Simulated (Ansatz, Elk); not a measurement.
# Bonding as seen by X-rays: Lu3Au, part 2 of 2

Structure refinements treat a crystal as free atoms side by side. For a made-up structure of Lu3Au (cell and positions from a PBE relaxation) the runs below show what the calculated density changes in F(hkl).

Elk 11.2.3 (patched build); all-electron DFT.

So far: The starting structure; Ground state and structure factors; The highest occupied states alone.

The structure was built from a prototype and need not be the compound's stable phase.

### Step 4. Another functional

Level of this step: DFT, LDA (Perdew-Wang), all-electron APW+lo, Dirac cores, scalar-relativistic bands, static density, no spin (Elk).

The difference from free atoms is small, so it is set against the change that LDA (Perdew-Wang) makes.

File elk.in:

```
tasks
  0
  195

xctype
  3

spinpol
  .false.

rgkmax
  7.0

gmaxvr
  14.0

lmaxo
  7

lmaxapw
  8

swidth
  0.002

tshift
  .false.

ramdisk
  .false.

hmaxvr
  5.5

maxscl
  120

epspot
  1e-06

sppath
  './'

avec
  8.72238720954 -0.00000000000 -0.00000000000
  -0.00000000000 8.72238720954 0.00000000000
  -0.00000000000 0.00000000000 8.72238720954

atoms
  2
  'Au.in'
  1
  0.0000000000 0.0000000000 0.0000000000   0.000000 0.000000 0.000000
  'Lu.in'
  3
  0.5000000000 0.5000000000 -0.0000000000   0.000000 0.000000 0.000000
  0.5000000000 -0.0000000000 0.5000000000   0.000000 0.000000 0.000000
  0.0000000000 0.5000000000 0.5000000000   0.000000 0.000000 0.000000

ngridk
  5 5 5
```

Run with:

```console
$ OMP_NUM_THREADS=4 elk
```

Numbers of over 12 decimals in the logs are rounded to 6 here.

The log of the run:

```text
┌─────────────────────────┐
│ Elk code version 11.2.3 │
└─────────────────────────┘

All units are atomic (Hartree, Bohr, etc.)

┌─────────────────────────────────────────────────┐
│ Ground-state run starting from atomic densities │
└─────────────────────────────────────────────────┘

Lattice vectors :
   8.722387210      -0.000000000      -0.000000000
  -0.000000000       8.722387210       0.000000000
  -0.000000000       0.000000000       8.722387210

Reciprocal lattice vectors :
  0.7203515685       0.000000000       0.000000000
[...]
valence                     :    106.0000000
 interstitial                :    5.829192051
 muffin-tins (core leakage)
  species : 1 (Au)
[...]
species : 2 (Lu)
[...]
atom 2                    :    69.29865838     ( -0.4400852156E-05)
   atom 3                    :    69.29865838     ( -0.4400852156E-05)
 total in muffin-tins        :    286.1708079
 total calculated charge     :    291.9997267
 total charge                :    292.0000000
 error                       :   0.2732893961E-03

┌──────────────────────────────┐
│ Self-consistent loop stopped │
└──────────────────────────────┘

Wrote STATE.OUT
[key lines of the parts left out:]
total energy                :     -62754.368253960
```

Elapsed: 12 s, on 4 threads of Intel Xeon Platinum 8375C at 2.90GHz (Ice Lake), shared host; peak memory 0.16 GiB.

Against the first run R = 0.01 %; the largest change is -0.055 at 220.

### Step 5. Basis size

A smaller basis shows how fast F responds to it; the change is likely larger than the basis error of the first run, but doesn't show convergence.

elk.in: that of step 4 with these lines changed.

```diff
@@ -5,3 +5,3 @@
 xctype
-  3
+  20
 
@@ -11,3 +11,3 @@
 rgkmax
-  7.0
+  5.5
```

Run with:

```console
$ OMP_NUM_THREADS=4 elk
```

The log of the run:

```text
┌─────────────────────────┐
│ Elk code version 11.2.3 │
└─────────────────────────┘

All units are atomic (Hartree, Bohr, etc.)

┌─────────────────────────────────────────────────┐
│ Ground-state run starting from atomic densities │
└─────────────────────────────────────────────────┘

Lattice vectors :
   8.722387210      -0.000000000      -0.000000000
  -0.000000000       8.722387210       0.000000000
  -0.000000000       0.000000000       8.722387210

Reciprocal lattice vectors :
  0.7203515685       0.000000000       0.000000000
[...]
valence                     :    106.0000000
 interstitial                :    6.149187252
 muffin-tins (core leakage)
  species : 1 (Au)
[...]
species : 2 (Lu)
[...]
atom 2                    :    69.21655849     (  0.3292532114E-06)
   atom 3                    :    69.21655849     (  0.3292532114E-06)
 total in muffin-tins        :    285.8508127
 total calculated charge     :    292.0010002
 total charge                :    292.0000000
 error                       :   0.1000201443E-02

┌──────────────────────────────┐
│ Self-consistent loop stopped │
└──────────────────────────────┘

Wrote STATE.OUT
[key lines of the parts left out:]
total energy                :     -62791.184255029
```

Elapsed: 21 s, on 4 threads; peak memory 0.24 GiB; 48 s of CPU time.

Against the first run R = 0.02 %; the largest change is +0.163 at 220.

### Step 6. A coarser k-mesh

About half the k-points along each axis test the sampling.

elk.in: that of step 5 with these lines changed.

```diff
@@ -11,3 +11,3 @@
 rgkmax
-  5.5
+  7.0
 
@@ -60,2 +60,2 @@
 ngridk
-  5 5 5
+  2 2 2
```

Run with:

```console
$ OMP_NUM_THREADS=4 elk
```

The log of the run:

```text
┌─────────────────────────┐
│ Elk code version 11.2.3 │
└─────────────────────────┘

All units are atomic (Hartree, Bohr, etc.)

┌─────────────────────────────────────────────────┐
│ Ground-state run starting from atomic densities │
└─────────────────────────────────────────────────┘

Lattice vectors :
   8.722387210      -0.000000000      -0.000000000
  -0.000000000       8.722387210       0.000000000
  -0.000000000       0.000000000       8.722387210

Reciprocal lattice vectors :
  0.7203515685       0.000000000       0.000000000
[...]
valence                     :    106.0000000
 interstitial                :    5.866534515
 muffin-tins (core leakage)
  species : 1 (Au)
[...]
species : 2 (Lu)
[...]
atom 2                    :    69.28931688     (  0.3217332178E-06)
   atom 3                    :    69.28931688     (  0.3217332178E-06)
 total in muffin-tins        :    286.1334655
 total calculated charge     :    291.9994358
 total charge                :    292.0000000
 error                       :   0.5642338646E-03

┌──────────────────────────────┐
│ Self-consistent loop stopped │
└──────────────────────────────┘

Wrote STATE.OUT
[key lines of the parts left out:]
total energy                :     -62791.368284559
```

The job ended after 17 s (4 threads; peak memory 0.24 GiB; 33 s of CPU time).

Against the first run R = 0.02 %; the largest change is -0.140 at 200.

### Step 7. Settings against the effect

| run | R against the first run (%) | R against neutral atoms, low angle (%) | wall time |
| --- | --- | --- | --- |
| PBE, rgkmax 7 | 0.00 | 0.54 | 21 s |
| LDA (Perdew-Wang) | 0.01 | 0.53 | 12 s |
| rgkmax 5.5 | 0.02 | 0.57 | 21 s |
| k-mesh 2×2×2 | 0.02 | 0.56 | 17 s |

### Step 8. Summary of results

- R against neutral atoms, sin θ/λ < 0.3 Å⁻¹: 0.54 %
- R against neutral atoms, 0.3 to 0.82 Å⁻¹: 0.31 %

In words: Independent neutral atoms miss the calculated amplitudes by R = 0.54 % below 0.3 Å⁻¹ and 0.31 % from there to 0.82 Å⁻¹; by shells, 2.05 % below 0.15 Å⁻¹ (1 form), 0.52 % 0.15 to 0.3 (5 forms), 0.32 % 0.3 to 0.45 (11 forms), 0.30 % above 0.45 (55 forms). Bonding, aspherical density and the tables' own atoms all enter these figures, and the runs don't part them. The largest change of an amplitude is -0.84 electrons, at 200. The window's part falls from 62.0 electrons at the origin to at most 17.20 between 0.45 and 0.82 Å⁻¹, where compact states inside the window still scatter. Below 0.3 Å⁻¹ the changes that finished (LDA (Perdew-Wang), rgkmax 5.5 and k-mesh 2×2×2) move F by R = 0.06 % at most, against the 0.54 % that separates it from free atoms. Spin-orbit coupling is left out, which can matter for elements this heavy. Part of the difference isn't bonding: the tables are fits to free atoms and ions calculated by other methods than this functional. Thermal motion, anomalous dispersion and extinction are left out.

[Logs are printed without paths, hosts, clocks, repeated set-up lines and the standing remarks that a program may print on its own settings, such as how far it seeks lower states.]

[Hosts, paths, dates, database ids (printed as entryN), source tags and the programs' standing remarks are cut or masked in the printed files.]
